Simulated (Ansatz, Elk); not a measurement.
# LiScMnGe2: X-ray structure factors from the self-consistent density

The structure of LiScMnGe2 used here is made up (a known structure type with other elements) and was relaxed beforehand with PBEsol. The aim is the Fourier transform of its all-electron density, F(hkl), set beside the sum over free spherical atoms that refinements use.

Method: DFT, PBE, all-electron APW+lo, Dirac cores, scalar-relativistic bands, static density, ferromagnetic start, in Elk 11.2.3 (patched build).

This account leaves out most program logs.

The structure was built from a prototype and need not be the compound's stable phase.

## (1) The starting structure

Symmetry: I-4m2, No. 119, tetragonal system. The conventional cell has a = 3.814 Å, b = 3.814 Å, c = 10.831 Å, α = 90.00°, β = 90.00°, γ = 90.00°. Nearest to Ge lie 1 Ge at 2.42 Å and 2 Li at 2.42 Å and 2 Mn at 2.42 Å and 4 Sc at 2.96 Å. Mn has 4 Ge at 2.42 Å and 4 Li at 2.70 Å nearest. Nearest to Sc lie 8 Ge at 2.96 Å. Nearest to Li lie 4 Ge at 2.42 Å and 4 Mn at 2.70 Å. Farther neighbours are not listed.

Coordinates:

```cif
data_structure
_symmetry_space_group_name_H-M 'P 1'
_symmetry_Int_Tables_number 1
_cell_length_a 6.0495
_cell_length_b 6.0495
_cell_length_c 6.0495
_cell_angle_alpha 143.255
_cell_angle_beta 143.255
_cell_angle_gamma 52.942
_cell_volume 78.75
loop_
_atom_site_label
_atom_site_type_symbol
_atom_site_fract_x
_atom_site_fract_y
_atom_site_fract_z
_atom_site_occupancy
Ge1 Ge 0.38831 0.38831 0.00000 1
Ge2 Ge 0.61169 0.61169 0.00000 1
Mn3 Mn 0.25000 0.75000 0.50000 1
Sc4 Sc 0.00000 0.00000 0.00000 1
Li5 Li 0.75000 0.25000 0.50000 1
```

## (2) Ground state and structure factors

An all-electron density is needed, since X-rays see the cores too. Task 0 finds the density and task 195 Fourier-transforms it; tshift is off so that phases refer to the origin typed.

Input file elk.in:

```
tasks
  0
  195
  196

xctype
  20

spinpol
  .true.

rgkmax
  7.0

gmaxvr
  14.0

lmaxo
  7

lmaxapw
  8

swidth
  0.002

tshift
  .false.

ramdisk
  .false.

hmaxvr
  5.5

maxscl
  120

epspot
  1e-06

reducebf
  0.8

sppath
  './'

avec
  -3.60324040985 3.60324040985 10.23342065453
  3.60324040985 -3.60324040985 10.23342065453
  3.60324040985 3.60324040985 -10.23342065453

atoms
  4
  'Ge.in'
  2
  0.3883139712 0.3883139712 0.0000000000   0.000000 0.000000 0.000000
  0.6116860288 0.6116860288 0.0000000000   0.000000 0.000000 0.000000
  'Mn.in'
  1
  0.2500000000 0.7500000000 0.5000000000   0.000000 0.000000 -0.135000
  'Sc.in'
  1
  -0.0000000000 -0.0000000000 -0.0000000000   0.000000 0.000000 0.000000
  'Li.in'
  1
  0.7500000000 0.2500000000 0.5000000000   0.000000 0.000000 0.000000

ngridk
  7 7 7
```

On the command line:

```sh
> OMP_NUM_THREADS=4 elk
```

It took 9.8 min on 4 threads of Arm Neoverse V1, shared host; peak memory 0.43 GiB; 36 min of CPU time.

SFACRHO.OUT:

```text

h k l indices transformed by vhmat matrix:
   1.000000000       0.000000000       0.000000000    
   0.000000000       1.000000000       0.000000000    
   0.000000000       0.000000000       1.000000000    

      h      k      l  multipl.   |H|            Re(F)            Im(F)           |F|

      0      0      0      1   0.0000000       113.00000      0.15409887E-16   113.00000    
     -1     -1      1      2  0.61398681       3.1429430     -0.28064412E-14   3.1429430    
      0      1      0      4  0.92434809      -25.858896      -19.256441       32.241170    
      0     -1      0      4  0.92434809      -25.858896       19.256441       32.241170    
      2      2     -2      2   1.2279736      -12.660273     -0.26263210E-13   12.660273    
      0      0      1      4   1.2330243       46.369354      0.18245949E-14   46.369354    
      2      1     -1      4   1.2682188       41.759371      -17.484998       45.272179    
      2      1     -2      4   1.2682188       41.759371       17.484998       45.272179    
      0      2     -1      8   1.3774356       43.673943     -0.74517570E-15   43.673943    
      2      2     -3      8   1.7401920      -48.985343     -0.16062524E-13   48.985343    
     -1      1     -1      4   1.7437597       78.217220     -0.14324712E-13   78.217220    
     -3     -2      2      4   1.7653040       56.415473      -15.165573       58.418320    
     -2     -3      2      4   1.7653040       56.415473       15.165573       58.418320    
      3      3     -3      2   1.8419604      -26.713593      0.25059789E-13   26.713593    
      0      2     -2      4   1.8486962       2.5900011     -0.60588082E-01   2.5907096    
     -2      0      0      4   1.8486962       2.5900011      0.60588082E-01   2.5907096    
     -1      0     -1      8   1.9736051      -21.241924       14.301361       25.607582    
      0     -1     -1      8   1.9736051      -21.241924      -14.301361       25.607582
```

Elk indexes on the primitive cell of elk.in and gives |H| = 4π sin θ/λ in inverse bohr. Below, one row stands for each form hkl of the conventional cell (m members, Friedel mates merged), F is for one primitive cell and the density is static (no thermal factor). Free-atom factors are Waasmaier and Kirfel's, and R is Σm||F|−|F'||/Σm|F|.

| hkl | m | sin θ/λ (Å⁻¹) | abs F, DFT | neutral atoms | diff. | abs of complex diff. |
| --- | --- | --- | --- | --- | --- | --- |
| 002 | 2 | 0.092 | 3.143 | 3.402 | -0.259 | 0.259 |
| 101 | 8 | 0.139 | 32.241 | 32.065 | +0.176 | 0.189 |
| 004 | 2 | 0.185 | 12.660 | 12.455 | +0.205 | 0.205 |
| 110 | 4 | 0.185 | 46.369 | 46.470 | -0.101 | 0.101 |
| 103 | 8 | 0.191 | 45.272 | 45.334 | -0.062 | 0.088 |
| 112 | 8 | 0.207 | 43.674 | 43.855 | -0.181 | 0.181 |
| 114 | 8 | 0.262 | 48.985 | 49.402 | -0.417 | 0.417 |
| 200 | 4 | 0.262 | 78.217 | 78.761 | -0.544 | 0.544 |
| 105 | 8 | 0.266 | 58.418 | 58.801 | -0.383 | 0.383 |
| 006 | 2 | 0.277 | 26.714 | 27.102 | -0.388 | 0.388 |
| 202 | 8 | 0.278 | 2.591 | 2.561 | +0.030 | 0.067 |
| 211 | 16 | 0.297 | 25.608 | 25.856 | -0.248 | 0.259 |
| 204 | 8 | 0.321 | 11.798 | 12.020 | -0.222 | 0.232 |
| 213 | 16 | 0.324 | 36.127 | 36.265 | -0.139 | 0.144 |

## (3) The magnetisation density

The same run holds the spin density, and task 196 transforms it. The order is that of the start, and no other was tried.

SFACMAG_1.OUT:

```text

h k l indices transformed by vhmat matrix:
   1.000000000       0.000000000       0.000000000    
   0.000000000       1.000000000       0.000000000    
   0.000000000       0.000000000       1.000000000    

      h      k      l  multipl.   |H|            Re(F)            Im(F)           |F|

      0      0      0      1   0.0000000       2.9430463      0.11286966E-16   2.9430463    
     -1     -1      1      2  0.61398681      -2.5208898     -0.30014442E-15   2.5208898    
      0      1      0      4  0.92434809      0.59390082E-01  -2.3683187       2.3690633    
      0     -1      0      4  0.92434809      0.59390082E-01   2.3683187       2.3690633    
      2      2     -2      2   1.2279736       2.2644367     -0.49036031E-15   2.2644367    
      0      0      1      4   1.2330243      -2.0459368      0.27530368E-15   2.0459368    
      2      1     -1      4   1.2682188     -0.25987691E-01  -2.0543768       2.0545412    
      2      1     -2      4   1.2682188     -0.25987691E-01   2.0543768       2.0545412    
      0      2     -1      8   1.3774356       1.8418847     -0.42314568E-15   1.8418847    
      2      2     -3      8   1.7401920      -1.3939228      0.18339474E-15   1.3939228    
     -1      1     -1      4   1.7437597       1.3806161     -0.53952872E-15   1.3806161    
     -3     -2      2      4   1.7653040      0.53169886E-01  -1.3804419       1.3814655    
     -2     -3      2      4   1.7653040      0.53169886E-01   1.3804419       1.3814655    
      3      3     -3      2   1.8419604      -1.3543076      0.51453276E-15   1.3543076    
      0      2     -2      4   1.8486962      -1.2453065      0.49731720E-01   1.2462991    
     -2      0      0      4   1.8486962      -1.2453065     -0.49731720E-01   1.2462991
```

The total moment is 2.94 μB a cell; sphere moments: Ge1 -0.04, Ge2 -0.04, Mn3 +2.86, Sc4 +0.06, Li5 -0.01 μB. Polarised neutrons measure spin and orbital magnetisation together; without spin-orbit coupling the run gives the spin part. With nearly all of the moment on one atom, abs F_M/F_M(0) is close to a form factor, set here beside ⟨j0⟩ of the free Mn2+ ion, taken for comparison since the valence isn't defined:

| hkl | sin θ/λ (Å⁻¹) | abs F_M (μB) | F_M/F_M(0) | ⟨j0⟩ |
| --- | --- | --- | --- | --- |
| 002 | 0.092 | 2.521 | 0.857 | 0.911 |
| 101 | 0.139 | 2.369 | 0.805 | 0.812 |
| 004 | 0.185 | 2.264 | 0.769 | 0.698 |
| 110 | 0.185 | 2.046 | 0.695 | 0.696 |
| 103 | 0.191 | 2.055 | 0.698 | 0.682 |
| 112 | 0.207 | 1.842 | 0.626 | 0.640 |
| 114 | 0.262 | 1.394 | 0.474 | 0.503 |
| 200 | 0.262 | 1.381 | 0.469 | 0.501 |
| 105 | 0.266 | 1.381 | 0.469 | 0.493 |
| 006 | 0.277 | 1.354 | 0.460 | 0.466 |
| 202 | 0.278 | 1.246 | 0.423 | 0.464 |
| 211 | 0.297 | 1.146 | 0.389 | 0.422 |
| 204 | 0.321 | 0.988 | 0.336 | 0.372 |
| 213 | 0.324 | 0.978 | 0.332 | 0.365 |

## (4) The highest occupied states alone

An energy window below the Fermi level keeps the highest occupied states, to see at which angles they scatter; shallow core shells can lie inside it and anion s states outside. No new self-consistency is needed.

Edit elk.in of step 2 so:

```diff
@@ -1,5 +1,3 @@
 tasks
-  0
   195
-  196
 
@@ -44,2 +42,5 @@
 
+wsfac
+  -0.110310 0.557180
+
 sppath
```

On the command line:

```sh
> OMP_NUM_THREADS=4 elk
```

Elapsed: 13 s, on 4 threads; peak memory 0.19 GiB.

States within 10 eV below the Fermi level hold 18.24 electrons; any levels below the window count with the cores, and a count that is not whole means the window cuts a band. Their amplitudes can exceed the total, where window and core parts have opposite phase:

| hkl | sin θ/λ (Å⁻¹) | abs F, window | abs F, all |
| --- | --- | --- | --- |
| 002 | 0.092 | 3.937 | 3.143 |
| 101 | 0.139 | 4.446 | 32.241 |
| 004 | 0.185 | 2.290 | 12.660 |
| 110 | 0.185 | 1.829 | 46.369 |
| 103 | 0.191 | 3.359 | 45.272 |
| 112 | 0.207 | 3.252 | 43.674 |
| 114 | 0.262 | 1.933 | 48.985 |
| 200 | 0.262 | 2.212 | 78.217 |
| 105 | 0.266 | 2.168 | 58.418 |
| 006 | 0.277 | 1.643 | 26.714 |

## (5) Another functional

The difference from free atoms is small, so it is set against the change that LDA (Perdew-Wang) makes.

Edit elk.in of step 4 so:

```diff
@@ -1,6 +1,8 @@
 tasks
+  0
   195
+  196
 
 xctype
-  20
+  3
 
@@ -42,5 +44,2 @@
 
-wsfac
-  -0.110310 0.557180
-
 sppath
```

On the command line:

```sh
> OMP_NUM_THREADS=4 elk
```

Run time: 4.3 min. Hardware: 4 threads; peak memory 0.24 GiB; 16 min of CPU time.

Against the first run R = 0.06 %; the largest change is -0.068 at 220. The moment goes from 2.94 to 2.84 μB.

## (6) A coarser k-mesh

About half the k-points along each axis test the sampling.

Edit elk.in of step 5 so:

```diff
@@ -6,3 +6,3 @@
 xctype
-  3
+  20
 
@@ -69,2 +69,2 @@
 ngridk
-  7 7 7
+  4 4 4
```

On the command line:

```sh
> OMP_NUM_THREADS=4 elk
```

Elapsed: 3.9 min, on 4 threads; peak memory 0.43 GiB.

Against the first run R = 0.01 %; the largest change is -0.005 at 220. The moment goes from 2.94 to 2.82 μB.

## (7) Settings against the effect

| run | R against the first run (%) | R against neutral atoms, low angle (%) | wall time |
| --- | --- | --- | --- |
| PBE, rgkmax 7 | 0.00 | 0.64 | 9.8 min |
| LDA (Perdew-Wang) | 0.06 | 0.65 | 4.3 min |
| k-mesh 4×4×4 | 0.01 | 0.64 | 3.9 min |

## (8) Outcome

```
R against neutral atoms, sin θ/λ < 0.3 Å⁻¹                : 0.64 %
R against neutral atoms, 0.3 to 0.83 Å⁻¹                  : 0.19 %
magnetic form factor over free-ion ⟨j0⟩, 0.12 to 0.35 Å⁻¹ : 0.97
```

In words: Independent neutral atoms miss the calculated amplitudes by R = 0.64 % below 0.3 Å⁻¹ and 0.19 % from there to 0.83 Å⁻¹; by shells, 0.73 % below 0.15 Å⁻¹ (2 forms), 0.63 % 0.15 to 0.3 (10 forms), 0.31 % 0.3 to 0.45 (17 forms), 0.16 % above 0.45 (108 forms). Bonding, aspherical density and the tables' own atoms all enter these figures, and the runs don't part them. The largest change of an amplitude is -0.54 electrons, at 200. R counts amplitudes alone; phases shift too. The magnetic order is that of the start. No other order was tried here, and an antiferromagnetic one would change or move the magnetic intensity. Between 0.12 and 0.35 Å⁻¹ the magnetic form factor is 0.97 times the free-ion one. The sphere holds 2.86 of the 2.94 μB; that share, the choice of ion, the size of the d shell and its asphericity all move this ratio. The window's part falls from 18.2 electrons at the origin to at most 0.89 between 0.45 and 0.83 Å⁻¹, where compact states inside the window still scatter. Below 0.3 Å⁻¹ the changes that finished (LDA (Perdew-Wang) and k-mesh 4×4×4) move F by R = 0.03 % at most, against the 0.64 % that separates it from free atoms. The magnetic factors move by R = 5.7 % (LDA (Perdew-Wang)) and 2.6 % (k-mesh 4×4×4), so they aren't settled to better than that. The basis has no finished test. Part of the difference isn't bonding: the tables are fits to free atoms and ions calculated by other methods than this functional. Thermal motion, anomalous dispersion and extinction are left out.

[Logs are printed without paths, hosts, clocks, repeated set-up lines and the standing remarks that a program may print on its own settings, such as how far it seeks lower states.]

[Hosts, paths, dates, database ids (printed as entryN), source tags and the programs' standing remarks are cut or masked in the printed files.]
